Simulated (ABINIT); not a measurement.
# A GW chain in ABINIT: CsPbCl3 (Pm-3m), part 3 of 3

Aim: the G0W0 gap of CsPbCl3 (Pm-3m) on PBE, step by step.

ABINIT 10.8.3; PBE and many-body steps on it, plane waves. Known limits of the many-body steps: not at the basis limit; no spin-orbit coupling; coarse k mesh.

So far. Step 4 (Empty states on the mesh, 2×2×2 mesh, 257 bands): On this mesh the gap is 1.932 eV. Step 5 (Screening, 2×2×2 mesh, 235 bands, screening to 130.6 eV): Local fields lower ε∞ by 12 %. On a Γ-centred mesh this coarse the value itself is usually too large, while a short band sum pulls it down.

## (6) Self-energy, 2×2×2 mesh, 235 bands, screening to 130.6 eV

The self-energy is evaluated for the states that the input lists, and the levels follow from it, in one-shot runs by the linearised quasiparticle equation.

This step: G0W0 on PBE, plane waves, norm-conserving pseudopotentials.

File run.abi:

```
acell 3*1.0 Angstrom
rprim 
  5.605000000000 0.000000000000 0.000000000000
  0.000000000000 5.605000000000 0.000000000000
  0.000000000000 0.000000000000 5.605000000000
ntypat 3
znucl 55 82 17
natom 5
typat 1 2 3 3 3
xred 
  0.000000000000 0.000000000000 0.000000000000
  0.500000000000 0.500000000000 0.500000000000
  0.500000000000 0.500000000000 0.000000000000
  0.000000000000 0.500000000000 0.500000000000
  0.500000000000 0.000000000000 0.500000000000
pp_dirpath "pseudos"
pseudos "Cs.upf, Pb.upf, Cl.upf"
ecut 32
ngkpt 2 2 2
nshiftk 1
shiftk 0 0 0
kptopt 1
chksymbreak 0
istwfk *1
occopt 1
irdwfk 1
optdriver 4
nband 235
gwcalctyp 0
ecutsigx 32
symsigma 1
nkptgw 2
kptgw 
  0.5000000000 0.5000000000 0.5000000000
  0.0000000000 0.0000000000 0.0000000000
bdgw 
  23 29
  24 29
ecuteps 4.8
irdscr 1
ppmodel 1
indata_prefix "in"
outdata_prefix "out"
tmpdata_prefix "tmp"
```

Run with:

```console
OMP_NUM_THREADS=1 mpirun -n 4 abinit run.abi > log
```

Numbers of over 12 decimals in the logs are rounded to 6 here.

What it wrote:

```text
.Version 10.8.3 of ABINIT. v10.8.2 released Aug 2026.

 Symmetries : space group Pm -3 m (#221); Bravais cP (primitive cubic)
[... echo of the input left out ...]
== DATASET  1 ==================================================================
-   mpi_nproc: 4, omp_nthreads: 1 (-1 if OMP is not activated)

--- !DatasetInfo
iteration_state: {dtset: 1, }
dimensions: {natom: 5, nkpt: 4, mband: 235, nsppol: 1, nspinor: 1, nspden: 1, mpw: 10280, }
cutoff_energies: {ecut:  32.0, pawecutdg:  -1.0, }
electrons: {nelect:   5.20000000E+01, charge:   0.00000000E+00, occopt:   1.00000000E+00, tsmear:   1.00000000E-02, }

 SIGMA: Calculation of the GW corrections

 Based on a program developped by R.W. Godby, V. Olevano, G. Onida, and L. Reining.
 Incorporated in ABINIT by V. Olevano, G.-M. Rignanese, and M. Torrent.
.Using double precision arithmetic ; gwpc =  8

[... cell and pseudopotentials left out ...]
--------------------------------------------------------------------------------

 ==== K-mesh for the wavefunctions ====
 Number of points in the irreducible wedge :     4
[... list of points left out ...]
 Together with 48 symmetry operations and time-reversal symmetry
 yields     8 points in the full Brillouin Zone.

 ==== Q-mesh for screening function ====
 Number of points in the irreducible wedge :     4
[... list of points left out ...]
 Together with 48 symmetry operations and time-reversal symmetry
 yields     8 points in the full Brillouin Zone.

 vcoul_init : cutoff-mode = AUXILIARY_FUNCTION
 q-points for optical limit:   1
     1)      0.000010    0.000020    0.000030
 setmesh: FFT mesh size selected  =    54x   54x   54
          total number of points  =       157464

 Number of electrons calculated from density =   52.0000; Expected =   52.0000
 average of density, n =  0.043760
 r_s =    1.7604
 omega_plasma =   20.1788 [eV]

 === KS Band Gaps ===
  >>>> For spin  1
   Minimum direct gap =   1.9318 [eV], located at k-point      :   0.5000  0.5000  0.5000
   Fundamental gap    =   1.9318 [eV], Top of valence bands at :   0.5000  0.5000  0.5000
                                       Bottom of conduction at :   0.5000  0.5000  0.5000
 SIGMA fundamental parameters:
 PLASMON POLE MODEL  1
 number of plane-waves for SigmaX                10251
 number of plane-waves for SigmaC and W            619
 number of plane-waves for wavefunctions         10251
 number of bands                                   235
 number of independent spin polarizations            1
 number of spinorial components                      1
 number of k-points in IBZ                           4
 number of q-points in IBZ                           4
 number of symmetry operations                      48
 number of k-points in BZ                            8
 number of q-points in BZ                            8
 number of frequencies for dSigma/dE                 9
 frequency step for dSigma/dE [eV]                0.25
 number of omega for Sigma on real axis              0
 max omega for Sigma on real axis  [eV]           0.00
 zcut for avoiding poles [eV]                     0.10

 EPSILON^-1 parameters (SCR file):
 dimension of the eps^-1 matrix on file            619
 dimension of the eps^-1 matrix used               619
 number of plane-waves for wavefunctions         10251
 number of bands                                   235
 number of q-points in IBZ                           4
 number of frequencies                               2
 number of real frequencies                          1
 number of imag frequencies                          1

 matrix elements of self-energy operator (all in [eV])

 Perturbative Calculation

--- !SelfEnergy_ee
iteration_state: {dtset: 1, }
kpoint     : [   0.500,    0.500,    0.500, ]
spin       : 1
KS_gap     :    1.932
QP_gap     :    3.208
Delta_QP_KS:    1.276
data: !SigmaeeData |
     Band     E0 <VxcDFT>   SigX SigC(E0)      Z dSigC/dE  Sig(E)    E-E0       E
       23   0.573 -14.257 -18.504   2.922   0.772  -0.295 -15.280  -1.023  -0.450
       24   0.573 -14.257 -18.504   2.922   0.772  -0.295 -15.280  -1.023  -0.450
       25   0.573 -14.257 -18.504   2.922   0.772  -0.295 -15.280  -1.023  -0.450
       26   2.787 -15.725 -17.975   1.582   0.792  -0.262 -16.254  -0.529   2.258
       27   4.719 -10.379  -6.296  -3.174   0.822  -0.217  -9.632   0.747   5.466
       28   4.719 -10.379  -6.296  -3.174   0.822  -0.217  -9.632   0.747   5.466
       29   4.719 -10.379  -6.296  -3.174   0.822  -0.217  -9.632   0.747   5.466

--- !SelfEnergy_ee
iteration_state: {dtset: 1, }
kpoint     : [   0.000,    0.000,    0.000, ]
spin       : 1
KS_gap     :    5.879
QP_gap     :    7.170
Delta_QP_KS:    1.291
data: !SigmaeeData |
     Band     E0 <VxcDFT>   SigX SigC(E0)      Z dSigC/dE  Sig(E)    E-E0       E
       24   0.252 -14.036 -18.291   2.931   0.772  -0.295 -15.058  -1.022  -0.769
       25   0.252 -14.036 -18.291   2.931   0.772  -0.295 -15.058  -1.022  -0.769
       26   0.252 -14.036 -18.291   2.931   0.772  -0.295 -15.058  -1.022  -0.769
       27   6.131  -6.348  -2.686  -3.342   0.843  -0.187  -6.078   0.270   6.401
       28   7.070  -6.633  -2.878  -3.238   0.843  -0.186  -6.197   0.436   7.506
       29   7.070  -6.633  -2.878  -3.238   0.843  -0.186  -6.197   0.436   7.506

== END DATASET(S) ==============================================================
================================================================================

 -outvars: echo values of variables after computation  --------
           etotal      0.0000000000E+00
            nband         235
             nkpt           4
          spgroup         221
 [... the other variables as echoed above ...]

 Calculation completed.
```

The job ended after 48 s (4 MPI ranks of Arm Neoverse V2, shared host; peak memory 2.1 GiB; 3.2 min of CPU time).

Numbers from this step:

* G0W0 gap on the points computed: 3.208 eV
* starting gap on the mesh: 1.932 eV
* k of the valence top: 0.5, 0.5, 0.5
* k of the conduction bottom: 0.5, 0.5, 0.5
* Z at the valence top: 0.792
* Z at the conduction bottom: 0.822
* least direct G0W0 gap on the computed points: 3.208 eV

The gap on the mesh goes from 1.93 eV to 3.21 eV, a correction of +1.28 eV.

Limits: finite bands, cutoff and mesh; no spin-orbit coupling; coarse k mesh. v1 is the top filled band, c1 the lowest empty one. Levels before and after the correction, in eV, zero at the valence-band top of each column:

|  | conduction bottom | valence top |
| --- | --- | --- |
| Kohn-Sham | 1.93 | 0.00 |
| G0W0 | 3.21 | 0.00 |

|  | level | energy (eV) |
| --- | --- | --- |
| Kohn-Sham | (0.5 0.5 0.5) v4-v2 | -2.214 |
| Kohn-Sham | (0.5 0.5 0.5) v1 | 0.000 |
| Kohn-Sham | (0.5 0.5 0.5) c1-c3 | 1.932 |
| G0W0 | (0.5 0.5 0.5) v4-v2 | -2.708 |
| G0W0 | (0.5 0.5 0.5) v1 | 0.000 |
| G0W0 | (0.5 0.5 0.5) c1-c3 | 3.208 |

## (7) Where the time went

Times are wall times on 4 MPI ranks of Arm Neoverse V2, shared host, good to a factor of about two.

| step | time | share | memory (GiB) |
| --- | --- | --- | --- |
| ground state | 40 s | 11 % | 0.43 |
| bands along the symmetry lines | 55 s | 16 % | 0.44 |
| empty states on the mesh | 2.2 min | 38 % | 0.5 |
| screening | 75 s | 22 % | 2.2 |
| self-energy | 48 s | 14 % | 2.1 |

## (8) What came out

```json
{
  "PBE gap": "1.93 eV, direct",
  "G0W0 gap on the mesh": "3.21 eV",
  "GW settings": "2×2×2 mesh, 235 bands, screening to 130.6 eV, Godby-Needs plasmon pole",
  "known limits": "not at the basis limit; no spin-orbit coupling; coarse k mesh"
}
```

What this shows: G0W0 moves the gap on the mesh from 1.93 eV to 3.21 eV (+1.28 eV), with Z of 0.79 and 0.82 at the edges. Local fields lower the RPA ε∞ on this mesh from 8.22 to 7.22; a Γ-centred mesh this coarse tends to raise both, most where the direct gap is narrow, while a short band sum lowers them. Only 2 of the mesh's irreducible points were corrected, so a valley elsewhere could overtake. The dearest step here is «empty states on the mesh». Bands and cutoff are finite, so the gap is not at the basis limit. The miss can reach some tenths of an eV and take either sign; the mesh is an error of its own. In the G0W0 run levels were corrected at 2 k points alone, so a gap called «on the mesh» is the least over those, and an edge elsewhere would be missed. The 2×2×2 mesh is coarse for this cell, which bears on the long-range parts of exchange and screening. Where an edge is built on 6p states of lead, bismuth or thallium, scalar-relativistic gaps usually stand too wide, by a few tenths to over one eV. This is the ideal cubic cell; many perovskites, halides above all, are cubic only on average, and local tilts or off-centring can widen the gap. The many-body steps are scalar-relativistic: spin-orbit coupling is not in them.

[Paths, hosts, dates, memory and timing lines, banners, echoed tables and standing remarks are left out of the program output.]

[Logs are printed without paths, hosts, clocks, repeated set-up lines and the standing remarks that a program may print on its own settings, such as how far it seeks lower states.]

[Runs of the session that timed out or met a known fault of the program may be left out.]

[Hosts, paths, dates, database ids (printed as entryN), source tags and the programs' standing remarks are cut or masked in the printed files.]

[G0W0 gaps are taken among the corrected bands and points alone; a level outside them can change the order at an edge.]

[Where Ansatz stands beside ABINIT at settings called matched, ABINIT's density can come from a denser mesh and the files from another edition; pairs whose starting gaps differed by over 0.03 eV were left out, so agreement reads better than it is.]
